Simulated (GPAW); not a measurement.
# PtSe2 (1T monolayer): one start, several treatments of the self-energy

How much does the gap of PtSe2 (1T monolayer) depend on the approximation to the self-energy?

Method: LDA and many-body steps on it, plane waves, in GPAW 26.7.0.

**Experimental background.**

- Gap 1.9 ± 0.05 eV: quasiparticle gap from STS, domains aligned with graphene; scanning tunneling spectroscopy; 8.5 K; monolayer (MBE-grown monolayer on epitaxial bilayer graphene, twist angle near 0 deg) on bilayer graphene on SiC(0001) (“Angular dependence of the interlayer coupling at the interface between two dimensional materials 1T-PtSe2 and graphene”, 2023, arxiv:2311.08165).

- Gap 2 ± 0.1 eV: gap of 1 ML on HOPG, earlier report; monolayer on HOPG (quoted in “Atomic-layer controlled THz Spintronic emission from Epitaxially grown Two dimensional PtSe2/ferromagnet heterostructures”, 2023, arxiv:2305.06895).

- Gap 1.95 ± 0.05 eV: quasiparticle gap of 1 ML from STS, average over islands; scanning tunnelling spectroscopy; monolayer (MBE-grown monolayer islands on bilayer graphene) on bilayer graphene on SiC(0001) (“Atomic-layer controlled THz Spintronic emission from Epitaxially grown Two dimensional PtSe2/ferromagnet heterostructures”, 2023, arxiv:2305.06895).

### 1. Set-up

The cell holds 3 atoms: 1 Pt and 2 Se. Cell: a = 3.669 Å, b = 3.669 Å, c = 14.100 Å, α = 90.0°, β = 90.0°, γ = 120.0°. Vacuum lies along c.

Coordinates:

```xyz
3
Lattice="3.6686 0.0000 0.0000 -1.8343 3.1771 0.0000 0.0000 0.0000 14.1000" Properties=species:S:1:pos:R:3
Pt    0.0000    0.0000    7.0500
Se    0.0000    2.1181    8.3416
Se    1.8343    1.0590    5.7584
```

The structure was relaxed with LDA. The runs that relaxed it are not among those shown. Spin-orbit coupling is left out unless a step names it.

### 2. Empty states on the mesh, 9×9×1 mesh, 277 bands

This step: GPAW 26.7.0; DFT, LDA, plane waves, PAW.

The sums over transitions need many empty states on a uniform mesh; this step solves for them.

Contents of run.py:

```python
import json
import numpy as np
from gpaw.mpi import world
from gpaw import GPAW

calc = GPAW('gs.gpw').fixed_density(kpts={'size': (9, 9, 1), 'gamma': True},
    parallel={'domain': 1, 'band': 1},
    txt='nscf.txt')
calc.diagonalize_full_hamiltonian(nbands=277)
calc.write('full.gpw', mode='all')
res = {}
kpts = calc.get_ibz_k_points()
res['kpts'] = kpts
res['eigenvalues'] = [calc.get_eigenvalues(kpt=k) for k in range(len(kpts))]
res['n_electrons'] = calc.get_number_of_electrons()

if world.rank == 0:
    with open('result.json', 'w') as f:
        json.dump(res, f, default=lambda x: x.tolist())
```

Started as:

```sh
mpirun -n 4 gpaw python run.py
```

Numbers of over 12 decimals in the logs are rounded to 6 here.

The log of the run:

```text
Diagonalizing LCAO Hamiltonian
Converting LCAO to pw mode
convergence criteria:
- Maximum integral of absolute [eigenst]ate change: 4e-08 eV^2 / valence electron
maximum number of iterations: 100

SCF iterations
|iter     |     time |      energy | eigst |  dens |
|iter:   1|  |             | +0.64 |       |
|iter:   2|  |             | -0.49 |       |
|iter:   3|  |             | -1.57 |       |
[...]
|iter:   9|  |             | -6.29 |       |
|iter:  10|  |             | -6.94 |       |
|iter:  11|  |             | -7.43c|       |
SCF steps: 11
  __  _  _
 | _ |_)|_||  |
 |__||  | ||/\| - 26.7.0

Input parameters:
  mode=PW(ecut=450.000000),
  convergence={'density': 1e-06, 'bands': -3},
  gpts=array([18, 18, 70]),
  kpts=MonkhorstPack(size=(9, 9, 1), gamma=True),
  maxiter=100,
  nbands=21,
  occupations=Occupations(name='fermi-dirac', width=0.001, fixmagmom=False),
  parallel={'domain': 1, 'band': 1},
  xc=XC(name='LDA')
Matrix size: 3581x3581
# Writing to full.gpw (mode='all')
  [... matrices ...]

timing:  # [seconds]
  Total: 116.127  # ━━━━━━━━━━━━━━━━━━━━━━━━━━━━━━━━━━━━━━━━━━━━━━━━━━━━━━━━━
```

Run time: 2 min. Hardware: 4 MPI ranks of Arm Neoverse V1, shared host; peak memory 4.9 GiB; 8.2 min of CPU time.

Numbers from this step:

| Item | Value |
| --- | --- |
| gap | 1.346 eV |
| k of the valence top | 0, 0, 0 |
| k of the conduction bottom | 0.2222, 0, 0 |
| least direct gap | 1.547 eV |
| k points computed | 12 |
| lowest point of the top converged band, above the valence top | 76.8382 eV |

On this mesh the gap is 1.346 eV.

### 3. One-shot HSE06

This step: one-shot HSE06 levels on LDA orbitals, plane waves, PAW.

Contents of run.py:

```python
import json
import numpy as np
from gpaw.mpi import world
from gpaw.hybrids.eigenvalues import non_self_consistent_eigenvalues

dft, vxc, vxc_hyb = non_self_consistent_eigenvalues('full.gpw', 'HSE06', 12, 16, kpt_indices=[0, 3])
res = {'dft': dft[0], 'hybrid': (dft - vxc + vxc_hyb)[0]}
if world.rank == 0:
    with open('hybrid.txt', 'w') as f:
        for k, e0, e1 in zip([0, 3], res['dft'], res['hybrid']):
            print(k, ' '.join(f'{x:9.4f}' for x in e0), '|', ' '.join(f'{x:9.4f}' for x in e1), file=f)

if world.rank == 0:
    with open('result.json', 'w') as f:
        json.dump(res, f, default=lambda x: x.tolist())
```

Started as:

```sh
mpirun -n 4 gpaw python run.py
```

The log of the run:

```text
IBZ(<points: 12, symmetries: 12>)
Occupied bands: 14
Transforming wave functions from IBZ to BZ: 0.040 seconds
Distributing wave functions and iFFT-ing to real space: 0.415 seconds
Calculating eigenvalues:
  k-points: 2
  Bands: 12-15 (inclusive)
  Seconds: 1.542 (wave-function broadcasting: 0.011 seconds)
HSE06-eigenvalue shifts:
  min: -0.245 eV
  ave: 0.198 eV
  max: 0.571 eV
```

The job ended after 4.8 s (4 MPI ranks; peak memory 1.3 GiB).

This step gave:

- starting gap on the mesh: 1.346 eV
- hybrid gap on the mesh: 1.897 eV
- least direct hybrid gap on the computed points: 2.184 eV

### 4. GLLB-SC, self-consistent

This step: DFT, GLLB-SC with its derivative discontinuity, plane waves, PAW.

Contents of run.py:

```python
import json
import numpy as np
from gpaw.mpi import world
from ase import Atoms
from gpaw import GPAW, PW, FermiDirac

atoms = Atoms(['Pt', 'Se', 'Se'],
    cell=[[3.6686125682, 0.0000000000, 0.0000000000],
      [-1.8343062841, 3.1771116807, 0.0000000000],
      [0.0000000000, 0.0000000000, 14.1000000000]],
    scaled_positions=[[0.0000000000, 0.0000000000, 0.5000000000],
      [0.3333333333, 0.6666666667, 0.5916053914],
      [0.6666666667, 0.3333333333, 0.4083946086]],
    pbc=(True, True, False))
calc = GPAW(mode=PW(450),
    xc='GLLBSC',
    kpts={'size': (9, 9, 1), 'gamma': True},
    occupations=FermiDirac(0.001),
    nbands=-7,
    convergence={'bands': -3},
    maxiter=120,
    txt='gllbsc.txt')
atoms.calc = calc
atoms.get_potential_energy()
homo, lumo = calc.get_homo_lumo()
response = calc.hamiltonian.xc.response
dxc_pot = response.calculate_discontinuity_potential(homo, lumo)
ks_gap, dxc = response.calculate_discontinuity(dxc_pot)
res = {'ks_gap': ks_gap, 'dxc': dxc}

if world.rank == 0:
    with open('result.json', 'w') as f:
        json.dump(res, f, default=lambda x: x.tolist())
```

Started as:

```sh
mpirun -n 4 gpaw python run.py
```

The log of the run:

```text
[banner, memory and clock lines left out]
___ ___ ___ _ _ _
 |   |   |_  | | | |
 | | | | | . | | | |
 |__ |  _|___|_____|  26.7.0
 |___|_|

Input parameters:
  convergence: {bands: -3}
  kpts: {gamma: True,
         size: (9, 9, 1)}
  maxiter: 120
  mode: {ecut: 450.000000,
         name: pw}
  nbands: -7
  occupations: {fixmagmom: False,
                name: fermi-dirac,
                width: 0.001}
  xc: GLLBSC

System changes: positions, numbers, cell, pbc, initial_charges, initial_magmoms

Initialize ...

species:
  Pt:
    name:    Platinum
    Z:       78.0
    valence: 16
    core:    62
    charge:  0.0  # [|e|]
    compensation charges:
      type: gauss
      rc: 0.41  # [Å]
      lmax: 2
    cutoffs:
      filter: 2.26  # [Å]
      core: 2.26  # [Å]
    projectors
    | kind |    occ | energy [eV] | rcut [Å] |
    |   6s |  1.000 |      -8.677 |    1.307 |
    |   5p |  6.000 |     -58.996 |    1.371 |
    |   6p |  0.000 |      -2.754 |    1.371 |
    |   5d |  9.000 |      -9.406 |    1.307 |
    |    s |        |      18.535 |    1.307 |
    |    d |        |      17.806 |    1.307 |

    Using partial waves for Pt as LCAO basis

  Se:
    name:    Selenium
    Z:       34.0
    valence: 6
    core:    28
    charge:  0.0  # [|e|]
    compensation charges:
      type: gauss
      rc: 0.27  # [Å]
      lmax: 2
    cutoffs:
      filter: 1.77  # [Å]
      core: 2.61  # [Å]
    projectors
    | kind |    occ | energy [eV] | rcut [Å] |
    |   4s |  2.000 |     -19.929 |    0.847 |
    |   4p |  4.000 |      -9.440 |    1.005 |
    |    s |        |       7.282 |    0.847 |
    |    p |        |      17.771 |    1.005 |
    |    d |        |       0.000 |    0.847 |

    Using partial waves for Se as LCAO basis

Reference energy: -632353.981557  # eV

Spin-paired calculation

Convergence criteria:
 Maximum [total energy] change in last 3 cyles: 0.0005 eV / valence electron
 Maximum integral of absolute [dens]ity change: 0.0001 electrons / valence electron
 Maximum integral of absolute [eigenst]ate change: 4e-08 eV^2 / valence electron
 Maximum number of scf [iter]ations: 120
 (Square brackets indicate name in SCF output, whereas a 'c' in
 the SCF output indicates the quantity has converged.)
  [... matrices ...]
Symmetries present (total): 12

  [... matrices ...]
81 k-points: 9 x 9 x 1 Monkhorst-Pack grid
12 k-points in the irreducible part of the Brillouin zone
       k-points in crystal coordinates                weights
   0:     0.00000000    0.00000000    0.00000000          1/81
   1:     0.11111111    0.00000000    0.00000000          6/81
   2:     0.22222222   -0.11111111    0.00000000          6/81
   3:     0.22222222    0.00000000    0.00000000          6/81
   4:     0.33333333   -0.11111111    0.00000000         12/81
   5:     0.33333333    0.00000000    0.00000000          6/81
   6:     0.33333333    0.33333333    0.00000000          2/81
   7:     0.44444444   -0.22222222    0.00000000          6/81
   8:     0.44444444   -0.11111111    0.00000000         12/81
   9:     0.44444444    0.00000000    0.00000000          6/81
          ...
  11:     0.44444444    0.44444444    0.00000000          6/81

Wave functions: Plane wave expansion
  Cutoff energy: 450.000 eV
  Number of coefficients (min, max): 3486, 3581
  Pulay-stress correction: 0.000000 eV/Ang^3 (de/decut=0.000000)
  Using FFTW library
  Wavefunction extrapolation:
    Improved wavefunction reuse through dual PAW basis

Occupation numbers: Fermi-Dirac:
  width: 0.0010  # eV

Eigensolver
   Davidson(niter=2)

Densities:
  Coarse grid: 18*18*70 grid
  Fine grid: 36*36*140 grid
  Total Charge: 0.000000

Density mixing:
  Method: separate
  Backend: msr1
  Linear mixing parameter: 0.05
  old densities: 10
  Width of damping distribution: 1.1
  Damping of long wavelength oscillations: 20

Hamiltonian:
  XC and Coulomb potentials evaluated on a 36*36*140 grid
  Using the GLLBSC Exchange-Correlation functional
  External potential:
    NoExternalPotential

XC parameters: GLLBSC functional being used consists of
  | Weight | Module     | Description                                   |
  |  1.000 | SCREENING  | GGA_X_PBE_SOL with 2 nearest neighbor stencil |
  |  1.000 | RESPONSE   | eps=0.0500 eV                                 |
  |  1.000 | XC         | GGA_C_PBE_SOL with 2 nearest neighbor stencil |

Memory estimate:

Total number of cores used: 4
Parallelization over k-points: 4

Number of atoms: 3
Number of atomic orbitals: 20
Number of bands in calculation: 21
Number of valence electrons: 28
Bands to converge: 18

... initialized

Initializing position-dependent things.

Density initialized from atomic densities
Creating initial wave functions:
  20 bands from LCAO basis set
  1 band from random numbers

        Se

       Pt
            Se

Atomic positions and initial magnetic moments

Positions:
   0 Pt     0.000000    0.000000    7.050000    ( 0.0000,  0.0000,  0.0000)
   1 Se    -0.000000    2.118074    8.341636    ( 0.0000,  0.0000,  0.0000)
   2 Se     1.834306    1.059037    5.758364    ( 0.0000,  0.0000,  0.0000)
  [... matrices ...]
Unit cell:
           periodic     x           y           z      points  spacing
  1. axis:    yes    3.668613    0.000000    0.000000    18     0.1765
  2. axis:    yes   -1.834306    3.177112    0.000000    18     0.1765
  3. axis:    no     0.000000    0.000000   14.100000    70     0.2014

  Lengths:   3.668613   3.668613  14.100000
  Angles:   90.000000  90.000000 120.000000

Effective grid spacing dv^(1/3) = 0.1935

iter:   1    -17.547776   +0.61
iter:   2    -17.382456   -0.44  -1.30
iter:   3    -16.476636   -1.14  -1.31
iter:   4    -16.021224   -1.46  -1.61
iter:   5    -15.925011   -1.90  -1.60
iter:   6    -15.929957   -2.38  -1.82
iter:   7    -15.965299   -2.66  -2.06
iter:   8    -16.005904   -2.91  -2.26
iter:   9    -15.999806   -3.53  -2.91
iter:  10    -16.000567c  -3.88  -3.54
iter:  11    -15.997261c  -4.18  -3.76
iter:  12    -15.997612c  -4.49  -3.86
iter:  13    -15.997777c  -4.78  -4.45c
iter:  14    -15.997499c  -5.07  -4.92c
iter:  15    -15.997594c  -5.37  -4.87c
iter:  16    -15.997553c  -5.67  -5.49c
iter:  17    -15.997508c  -5.96  -5.83c
iter:  18    -15.997555c  -6.26  -5.79c
iter:  19    -15.997549c  -6.54  -5.98c
iter:  20    -15.997545c  -6.84  -6.28c
iter:  21    -15.997535c  -7.13  -6.40c
iter:  22    -15.997541c  -7.40c -6.28c

Converged after 22 iterations.

Dipole moment: (-0.000000, 0.000000, -0.000000) |e|*Ang

Energy contributions relative to reference atoms: (reference = -632353.981557)
  [... matrices ...]
Kinetic:        +76.194963
Potential:      -74.588120
External:        +0.000000
XC:             -17.487638
Entropy (-ST):   -0.000000
Local:           -0.116746
SIC:             +0.000000
Free energy:    -15.997541
Extrapolated:   -15.997541

GLLBSC response reference energy: -1.98104 eV (from HOMO)
  [... matrices ...]
Showing only first 2 kpts
 Kpt  Band  Eigenvalues  Occupancy
  0    12     -1.98105    2.00000
  0    13     -1.98104    2.00000
  0    14      1.07924    0.00000
  0    15      1.07930    0.00000

  1    12     -2.16848    2.00000
  1    13     -2.01678    2.00000
  1    14      0.26935    0.00000
  1    15      0.88531    0.00000

Fermi level: -1.50949

Gap: 1.422 eV
Transition (v -> c):
  (s=0, k=0, n=13, [0.00, 0.00, 0.00]) -> (s=0, k=3, n=14, [0.22, 0.00, 0.00])
Direct/indirect transitions are different
Direct gap: 1.695 eV
Transition at: (s=0, k=3, n=13, [0.22, 0.00, 0.00])
  [... matrices ...]
```

Elapsed: 12 s, on 4 MPI ranks; peak memory 0.78 GiB.

This step gave:

- starting gap on the mesh: 1.422 eV
- derivative discontinuity: 0.5750 eV
- quasiparticle gap on the mesh: 1.997 eV

(Continued in part 2 of 2.)

[Paths, hosts, dates, memory and timing lines, banners, echoed tables and standing remarks are left out of the program output.]

[Logs are printed without paths, hosts, clocks, repeated set-up lines and the standing remarks that a program may print on its own settings, such as how far it seeks lower states.]

[Runs of the session that timed out or met a known fault of the program may be left out.]

[Hosts, paths, dates, database ids (printed as entryN), source tags and the programs' standing remarks are cut or masked in the printed files.]
